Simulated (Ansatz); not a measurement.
# V_Li (site 1) in CsLi3Cl4 (Cmcm): charge-transition levels and formation energies

Charge states of V_Li (site 1) in CsLi3Cl4 (Cmcm), set against the band edges. Model: a cell of 64 host atoms with 1 Li taken out.

Main program and level: Ansatz 0.2.0; place-levels on PBEsol runs: charge-transition levels and formation energies with image-charge correction and potential alignment at the atomic sites.

### Step 1. The structure

The cell holds 63 atoms: 8 Cs, 23 Li and 32 Cl. Its edges and angles: a = 8.872 Å, b = 10.316 Å, c = 15.848 Å, α = 90.0°, β = 98.0°, γ = 90.0°. It derives from CsLi3Cl4 (space group Cmcm). Nearest the centre at fractional (0.387, 0.375, 0.547): Cl13 at 2.36 Å, Cl9 at 2.43 Å, Cl41 at 2.43 Å, Cl14 at 2.62 Å, Cl30 at 2.62 Å, Li34 at 3.71 Å, Li50 at 3.71 Å, Li3 at 3.71 Å.

Coordinates:

```xyz
63
Lattice="8.8723 0.0000 0.0000 0.0000 0.0000 -10.3156 -2.2181 15.6918 0.0000" Properties=species:S:1:pos:R:3 pbc="T T T"
Cs    0.0000   10.8640   -1.2895
Cs    2.2181    4.8279   -3.8684
Li    0.0000    7.1050   -1.2895
Li    2.2181   13.3716   -3.8684
Li    0.0000   14.6397   -1.2895
Li    2.2181    1.0521   -3.8684
Li    0.0000    2.3202   -1.2895
Cl    0.0000    4.7410   -1.2895
Cl    0.0000    7.5825   -3.8684
Cl    0.0000   14.3721   -3.8684
Cl    2.2181    1.3198   -1.2895
Cl    2.2181   13.6154   -1.2895
Cl    2.2181   10.9509   -3.8684
Cl    2.2181    8.1093   -1.2895
Cl    0.0000    2.0764   -3.8684
Cs    0.0000   10.8640   -6.4473
Cs    2.2181    4.8279   -9.0262
Li    0.0000    7.1050   -6.4473
Li    2.2181   13.3716   -9.0262
Li    0.0000   14.6397   -6.4473
Li    2.2181    8.5869   -9.0262
Li    2.2181    1.0521   -9.0262
Li    0.0000    2.3202   -6.4473
Cl    0.0000    4.7410   -6.4473
Cl    0.0000    7.5825   -9.0262
Cl    0.0000   14.3721   -9.0262
Cl    2.2181    1.3198   -6.4473
Cl    2.2181   13.6154   -6.4473
Cl    2.2181   10.9509   -9.0262
Cl    2.2181    8.1093   -6.4473
Cl    0.0000    2.0764   -9.0262
Cs    4.4362   10.8640   -1.2895
Cs    6.6543    4.8279   -3.8684
Li    4.4362    7.1050   -1.2895
Li    6.6543   13.3716   -3.8684
Li    4.4362   14.6397   -1.2895
Li    6.6543    8.5869   -3.8684
Li    6.6543    1.0521   -3.8684
Li    4.4362    2.3202   -1.2895
Cl    4.4362    4.7410   -1.2895
Cl    4.4362    7.5825   -3.8684
Cl    4.4362   14.3721   -3.8684
Cl    6.6543    1.3198   -1.2895
Cl    6.6543   13.6154   -1.2895
Cl    6.6543   10.9509   -3.8684
Cl    6.6543    8.1093   -1.2895
Cl    4.4362    2.0764   -3.8684
Cs    4.4362   10.8640   -6.4473
Cs    6.6543    4.8279   -9.0262
Li    4.4362    7.1050   -6.4473
Li    6.6543   13.3716   -9.0262
Li    4.4362   14.6397   -6.4473
Li    6.6543    8.5869   -9.0262
Li    6.6543    1.0521   -9.0262
Li    4.4362    2.3202   -6.4473
Cl    4.4362    4.7410   -6.4473
Cl    4.4362    7.5825   -9.0262
Cl    4.4362   14.3721   -9.0262
Cl    6.6543    1.3198   -6.4473
Cl    6.6543   13.6154   -6.4473
Cl    6.6543   10.9509   -9.0262
Cl    6.6543    8.1093   -6.4473
Cl    4.4362    2.0764   -9.0262
```

Known beforehand: the electronic dielectric constant, (2.81, 2.74, 2.87), and the static one, (6.25, 6.26, 23.88), from a response run on this crystal (DFPT, PBEsol) at that run's own cell.

The cell's shortest repeat is 8.9 Å.

### Step 2. Charge states

A transition level is the Fermi level at which two charge states cost the same, so each charge needs its own total energy, at its own relaxed structure.

Random displacements of about 0.05 Å break the site symmetry at the start, so that the relaxation can reach a distorted minimum if there is one. Forces are taken at one point at (¼, ¼, ¼). The cell holds 1 electron more than the neutral one, with a uniform background that keeps it neutral on the whole.

The sampling was tested on the host first: at the k-points planned (1x1x1 shifted 0.25 0.25 0.25) its energy lies 0.000 eV an atom from the dense-mesh value, under the bound of 0.02 eV set for this test; that bounds the host's error, not the defect's.

One of the inputs; charge, spin and start change from state to state.

The input, qm1.relax/input.yaml:

```yaml
crystal:
  lattice:
    - [4.43617363, 0.0, 0.0]
    - [0.0, 0.0, -5.1578145]
    - [-2.21808682, 15.6918361, 0.0]
  atoms:
    - { symbol: Cs, position: [0.34616594, 0.25, 0.69233188] }
    - { symbol: Cs, position: [0.65383406, 0.75, 0.30766812] }
    - { symbol: Li, position: [0.22639078, 0.25, 0.45278156] }
    - { symbol: Li, position: [0.92606862, 0.75, 0.85213724] }
    - { symbol: Li, position: [0.46647611, 0.25, 0.93295221] }
    - { symbol: Li, position: [0.77360922, 0.75, 0.54721844] }
    - { symbol: Li, position: [0.53352389, 0.75, 0.06704779] }
    - { symbol: Li, position: [0.07393138, 0.25, 0.14786276] }
    - { symbol: Cl, position: [0.15106476, 0.25, 0.30212952] }
    - { symbol: Cl, position: [0.24160677, 0.75, 0.48321354] }
    - { symbol: Cl, position: [0.45794775, 0.75, 0.91589549] }
    - { symbol: Cl, position: [0.54205225, 0.25, 0.08410451] }
    - { symbol: Cl, position: [0.93383816, 0.25, 0.86767633] }
    - { symbol: Cl, position: [0.84893524, 0.75, 0.69787048] }
    - { symbol: Cl, position: [0.75839323, 0.25, 0.51678646] }
    - { symbol: Cl, position: [0.06616184, 0.75, 0.13232367] }
  supercell: [2, 2, 1]
  defects: [{ vacancy: 5 }]
total_charge: -1
basis:
  ecutwfc: 420
  xc_grid: 2
hamiltonian:
  xc: pbesol
kpoints:
  mp_grid: { grid: [1, 1, 1], shift: [0.25, 0.25, 0.25] }
scf:
  occupations: { method: fixed }
  max_iter: 100
output:
  forces: true
  charged_corrections: { epsilon: [2.81, 2.74, 2.87], static_epsilon: [6.25, 6.26, 23.88] }
relax:
  f_tol: 0.02
  max_steps: 80
  random_displacement: { amplitude: 0.05, seed: 4415 }
checkpoint:
  write: "../qm1.relax.run"
  compress: false
  write_wavefunctions: true
  write_every: 100000
```

Launch:

```console
ansatz run input.yaml --threads 4 --pin off --max-ram 7536MiB --backend cpu --events-out ev --progress --plain --runs-dir out
```

Defect states can disperse in a cell of this size, so the energy is taken again at a 2×2×2 shifted mesh, on the relaxed structure.

The run of this state that the levels use, under PBEsol:

The input, qm1.point/input.yaml:

```yaml
crystal:
  checkpoint: "../qm1.relax.run"
  host: checkpoint
total_charge: -1
basis:
  ecutwfc: 420
  xc_grid: 2
hamiltonian:
  xc: pbesol
kpoints:
  mp_grid: { grid: [2, 2, 2], shift: [0.5, 0.5, 0.5] }
scf:
  occupations: { method: fermi_dirac, width: 0.01 }
  max_iter: 100
output:
  forces: true
  eigenvalues: true
  charged_corrections:
    epsilon: [2.81, 2.74, 2.87]
    static_epsilon: [6.25, 6.26, 23.88]
    defect_position: [0.386805, 0.375, 0.547218]
  eigenstates: { localisation: true }
  populations: true
  band_densities: [{ bands: [v1, v1] }, { bands: [c1, c1] }]
  write_density: true
  write_potential: true
  volumetric_format: npy
  elf: true
checkpoint:
  read: "../qm1.relax.run"
  write: "../qm1.point.run"
  compress: false
  write_wavefunctions: false
  write_every: 100000
```

Relaxations under PBEsol at one point at (¼, ¼, ¼); times on 4 threads of Arm Neoverse V1, shared host:

```
charge  moment (μB)  occupations        outcome  steps  largest displacement against the far atoms (Å)     time
    −1            0        fixed      converged      7                                            0.27     85 s
     0            1        fixed      converged      7                                            0.26  4.8 min
    +1            0        fixed  not converged      -                                               -     85 s
    +1            0  fermi-dirac      converged      7                                            0.30  2.8 min
    +1            2        fixed      converged      9                                            0.40    7 min
```

Single points under PBEsol at a 2×2×2 shifted mesh; times on 4 threads of Arm Neoverse V1, shared host:

```
charge  moment (μB)  occupations    outcome     time
    −1            0  fermi-dirac  converged  1.8 min
     0            1  fermi-dirac  converged  4.8 min
    +1            0  fermi-dirac  converged  2.7 min
    +1            2  fermi-dirac  converged  4.5 min
```

Distances (Å) from the ideal centre to the nearest atoms after relaxation with PBEsol:

```
charge  moment (μB)       1.       2.       3.       4.       5.       6.
    −1            0  Cl 2.56  Cl 2.57  Cl 2.59  Cl 2.80  Cl 2.80  Cs 3.48
     0            1  Cl 2.49  Cl 2.49  Cl 2.57  Cl 2.83  Cl 2.83  Li 3.60
    +1            0  Cl 2.47  Cl 2.47  Cl 2.64  Cl 2.83  Cl 2.87  Li 3.60
    +1            2  Cl 2.51  Cl 2.51  Cl 2.72  Cl 2.73  Cl 2.82  Li 3.60
```

### Step 3. place-levels, PBEsol

A charged cell interacts with its images and the background, and its potential has another zero than the host's. place-levels removes the first by a point-charge model, screened by the static dielectric constant since the ions have relaxed around the charge, and the second by comparing potentials at atoms far from the defect.

The host is a run of the defect-free crystal in the same cutoffs, grids and k-points, so that basis and sampling errors cancel in part in the differences. The host is run in a cell of 16 atoms on a matching mesh. Its band edges are searched through the zone by a band path, so the gap is smaller than, or equal to, that on the mesh. Chemical potentials are energies per atom of Li (bcc), run with the same functional and cutoff.

The input, levels.point.yaml:

```yaml
host:
  run: host.point.run
states: [qm1.point.run, q0_M1.point.run, qp1.point.run, qp1_M2.point.run]
geometry_from:
  qm1.point.run: qm1.relax.run
  q0_M1.point.run: q0_M1.relax.run
  qp1.point.run: qp1.relax_smeared.run
  qp1_M2.point.run: qp1_M2.relax.run
  host.point.run: host.relax.run
chemical_potentials:
  Li:
    energy: -202.99658
    dataset: "<sha256 of the dataset>"
epsilon: [2.81, 2.74, 2.87]
static_epsilon: [6.25, 6.26, 23.88]
vertical:
  - { from: qm1.point.run, to: qm1.point_neutral.run }
  - { from: qp1.point.run, to: qp1.point_neutral.run }
  - { from: qp1_M2.point.run, to: qp1_M2.point_neutral.run }
```

Launch:

```console
ansatz place-levels levels.point.yaml -- --threads 4 --pin off --max-ram 7536MiB
```

Numbers of over 12 decimals in the logs are rounded to 6 here.

What it wrote:

```text
[... repeated set-up lines and file paths are left out, and long positions are rounded to six places ...]
(+1/0) 0.005 eV beneath the valence edge (-0.118 eV without the band-filling correction), in the valence band
(0/-1) 0.136 eV above the valence edge, 5.227 eV under the conduction edge
formation energy of charge +1: +4.646 eV with the Fermi level at the valence edge
formation energy of charge 0: +4.641 eV with the Fermi level at the valence edge
formation energy of charge -1: +4.777 eV with the Fermi level at the valence edge
vertical -1 to 0: no energy, since no alignment is typed
  the change from vertical[0].from (qm1.point.run) to vertical[0].to (qm1.point_neutral.run): by its potential at epsilon [2.81, 2.74, 2.87] it stands at 0.430 0.377 0.540, with an rms radius of about 6.4 Å (3.2 4.4 3.3 Å across the planes of the cell's [...]
vertical +1 to 0: no energy, since no alignment is typed
  the change from vertical[1].from (qp1.point.run) to vertical[1].to (qp1.point_neutral.run): by its potential at epsilon [2.81, 2.74, 2.87] it is spread over the cell along a vector, with an rms radius of about 9.0 Å (3.9 5.0 6.4 Å across the planes of the [...]
vertical +1 to 0: no energy, since no alignment is typed
  the change from vertical[2].from (qp1_M2.point.run) to vertical[2].to (qp1_M2.point_neutral.run): by its potential at epsilon [2.81, 2.74, 2.87] it stands at 0.442 0.147 0.570, with an rms radius of about 6.9 Å (3.0 4.0 4.7 Å across the planes of the cell's [...]
  edges by pbesol, gap 5.364 eV; the host is sampled to repeats of 27.21 Å
  the defect's cells are sampled to repeats of 27.21 Å, like sampling
  charge +1: -83417.3722 eV with its correction of -0.075 eV, at epsilon [6.25, 6.26, 23.88], aligned at sites: -0.1885 eV, mean over 49 atomic sites at or beyond 4.44 Å from the defect at [0.3868, 0.3750, 0.5472], with +0.000000 for the charge's moments and [...]
  states[3] (qp1_M2.point.run): levels filled in part (TS 0.009 eV): its energy is of no whole electron's
  charge 0: +0.000 eV for its dipole among its images, +0.000 omitted
  states[1] (q0_M1.point.run): levels filled in part (TS 0.007 eV): its energy is of no whole electron's
  charge -1: -83413.6808 eV with its correction of +0.147 eV, at epsilon [6.25, 6.26, 23.88], aligned at sites: -0.0334 eV, mean over 49 atomic sites at or beyond 4.44 Å from the defect at [0.3868, 0.3750, 0.5472], with -0.002451 for the charge's moments and [...]
  charge +1: states[2] (qp1.point.run) stands 0.000 eV higher, with a moment of 0.00 μB against 2.00
  states[2] (qp1.point.run): levels filled in part (TS 0.027 eV): its energy is of no whole electron's
  of states[3] (qp1_M2.point.run): it parts from the run at its places by a charge that spreads by about 4 Å along one vector (1.8 Å or more is wide), by its potential at epsilon [2.81, 2.74, 2.87], taken for that of held ions (one typed too small widens it), [...]
  of states[0] (qm1.point.run): it parts from the run at its places by a charge that spreads by about 4.4 Å along one vector (1.8 Å or more is wide), by its potential at epsilon [2.81, 2.74, 2.87], taken for that of held ions (one typed too small widens it), [...]
  of states[2] (qp1.point.run): it parts from the run at its places by a charge that spreads by about 5 Å along one vector (1.8 Å or more is wide), by its potential at epsilon [2.81, 2.74, 2.87], taken for that of held ions (one typed too small widens it), [...]
  of vertical[0].from (qm1.point.run): it parts from the run at its places by a charge that spreads by about 4.4 Å along one vector (1.8 Å or more is wide), by its potential at epsilon [2.81, 2.74, 2.87], taken for that of held ions (one typed too small [...]
  vertical[0].to (qm1.point_neutral.run): levels filled in part (TS 0.014 eV): its energy is of no whole electron's
  vertical[1].from (qp1.point.run): levels filled in part (TS 0.027 eV): its energy is of no whole electron's
  of vertical[1].from (qp1.point.run): it parts from the run at its places by a charge that spreads by about 5 Å along one vector (1.8 Å or more is wide), by its potential at epsilon [2.81, 2.74, 2.87], taken for that of held ions (one typed too small widens [...]
  vertical[1].to (qp1.point_neutral.run): levels filled in part (TS 0.007 eV): its energy is of no whole electron's
  vertical[2].from (qp1_M2.point.run): levels filled in part (TS 0.009 eV): its energy is of no whole electron's
  of vertical[2].from (qp1_M2.point.run): it parts from the run at its places by a charge that spreads by about 4 Å along one vector (1.8 Å or more is wide), by its potential at epsilon [2.81, 2.74, 2.87], taken for that of held ions (one typed too small [...]
  vertical[2].to (qp1_M2.point_neutral.run): levels filled in part (TS 0.009 eV): its energy is of no whole electron's
  of vertical[2].to (qp1_M2.point_neutral.run): it set out from the moments of a save, which an earlier run chose (saved_moments_taken)
```

It took 0.46 s on 4 threads of Arm Neoverse V1, shared host.

Under PBEsol the gap is 5.36 eV, (+1/0) -0.01 (outside the gap) (with band filling), (0/−1) 0.14 eV.

Levels between the charges placed, in eV above the valence top:

```
        gap (eV)  (+1/0)  (0/−1)
PBEsol      5.36   -0.01    0.14
```

Corrections by state:

```
charge  moment (μB)  image terms and alignment (eV)  band filling (eV)                                ε used  over the lowest of its charge, as the program ranks them, band filling apart (eV)
    +1          2.0                          -0.075             -0.112  principal values (6.25, 6.26, 23.88)                                                                              0.000
     0          1.0                           0.000                  -                                     -                                                                              0.000
    −1          0.0                           0.147                  -  principal values (6.25, 6.26, 23.88)                                                                              0.000
    +1          0.0                          -0.117                  -  principal values (6.25, 6.26, 23.88)                                                                              0.000
```

The charged structures listed were also run neutral, and place-levels reads from each pair, by the potential or the spins, how wide the charge is by which they differ; that can be the carrier of either run.

```
charge  rms radius (Å)  spread where it is widest against the cell (Å)  wide from (Å)  reading
    +1             6.9                                            4.03           1.79     wide
    −1             6.4                                            4.40           1.79     wide
```

The neutral runs of these pairs need not share the spin of the lowest neutral state, and very wide values only mean spread over the cell.

From the program's caveats on the states, each cut to its opening words:

- charge +1 (2 μB): it parts from the run at its places by a charge that spreads by about 4 Å along one vector (1.8 Å or more is wide), by its potential at epsilon [2.81, 2.74, [...]
- charge +1 (2 μB): a band-filling correction moves a carrier to the host's band edge, which changes its energy by -0.112 eV
- charge +1 (2 μB): its alignment with the host at atomic sites is doubtful: the mean over the far sites moves by +0.0529 eV from their farther parts to their nearer, more than [...]
- charge −1: it parts from the run at its places by a charge that spreads by about 4.4 Å along one vector (1.8 Å or more is wide), by its potential at epsilon [2.81, 2.74, [...]
- charge +1: it parts from the run at its places by a charge that spreads by about 5 Å along one vector (1.8 Å or more is wide), by its potential at epsilon [2.81, 2.74, [...]
- charge +1: its alignment with the host at atomic sites is doubtful: the mean over the far sites moves by +0.0931 eV from their farther parts to their nearer, more than [...]

(Continued in part 2 of 2.)

[Logs are printed without paths, hosts, clocks, repeated set-up lines and the standing remarks that a program may print on its own settings, such as how far it seeks lower states.]

[Hosts, paths, dates, database ids (printed as entryN), source tags and the programs' standing remarks are cut or masked in the printed files.]

[Where a table of states has a column of steps, it counts the stored structures, which are thinned; the runs took as many ionic steps or more.]

[A defect's name tells the site on which it was built; relaxed atoms can leave that site.]

[For some hosts the program warned that the k-mesh of the response run may be too coarse for force constants and the static dielectric constant; such warnings are not shown here.]
